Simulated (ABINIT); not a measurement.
An input for ABINIT 10.8.3 (BaH2 (P6_3/mmc)):

```
acell 3*1.0 Angstrom
rprim 
  4.462025052349 0.000000000014 0.000000000000
  -2.231012526186 3.864227047650 0.000000000000
  0.000000000000 0.000000000000 6.055292590000
ntypat 2
znucl 56 1
natom 6
typat 1 1 2 2 2 2
xred 
  0.666666666667 0.333333333333 0.750000000000
  0.333333333333 0.666666666667 0.250000000000
  0.333333333333 0.666666666667 0.750000000000
  0.666666666667 0.333333333333 0.250000000000
  0.000000000000 0.000000000000 0.500000000000
  0.000000000000 0.000000000000 0.000000000000
pp_dirpath "pseudos"
pseudos "Ba.upf, H.upf"
ecut 32
ngkpt 3 3 2
nshiftk 1
shiftk 0 0 0
kptopt 1
chksymbreak 0
istwfk *1
occopt 1
irdwfk 1
optdriver 4
nband 133
gwcalctyp 27
ecutsigx 32
symsigma 0
nkptgw 6
kptgw 
  0.0000000000 0.0000000000 0.0000000000
  0.3333333333 0.0000000000 0.0000000000
  0.3333333333 0.3333333333 0.0000000000
  0.0000000000 0.0000000000 0.5000000000
  0.3333333333 0.0000000000 0.5000000000
  0.3333333333 0.3333333333 0.5000000000
bdgw 
  9 18
  9 18
  9 18
  9 18
  9 18
  9 18
ecuteps 4
irdscr 1
irdqps 1
rhoqpmix 0.3
indata_prefix "in"
outdata_prefix "out"
tmpdata_prefix "tmp"
```

```sh
OMP_NUM_THREADS=1 mpirun -n 4 abinit run.abi > log
```

How long will it take on 4 MPI ranks of Intel Xeon Platinum 8488C (Sapphire Rapids), shared host, and how much memory?

It took 17 s; on shared hardware allow 8.7 s to 35 s. Peak host memory was 1.1 GiB.

[Paths, hosts, dates, memory and timing lines, banners, echoed tables and standing remarks are left out of the program output.]

[Logs are printed without paths, hosts, clocks, repeated set-up lines and the standing remarks that a program may print on its own settings, such as how far it seeks lower states.]

[Runs of the session that timed out or met a known fault of the program may be left out.]

[Hosts, paths, dates, database ids (printed as entryN), source tags and the programs' standing remarks are cut or masked in the printed files.]

[G0W0 gaps are taken among the corrected bands and points alone; a level outside them can change the order at an edge.]

[Where Ansatz stands beside ABINIT at settings called matched, ABINIT's density can come from a denser mesh and the files from another edition; pairs whose starting gaps differed by over 0.03 eV were left out, so agreement reads better than it is.]
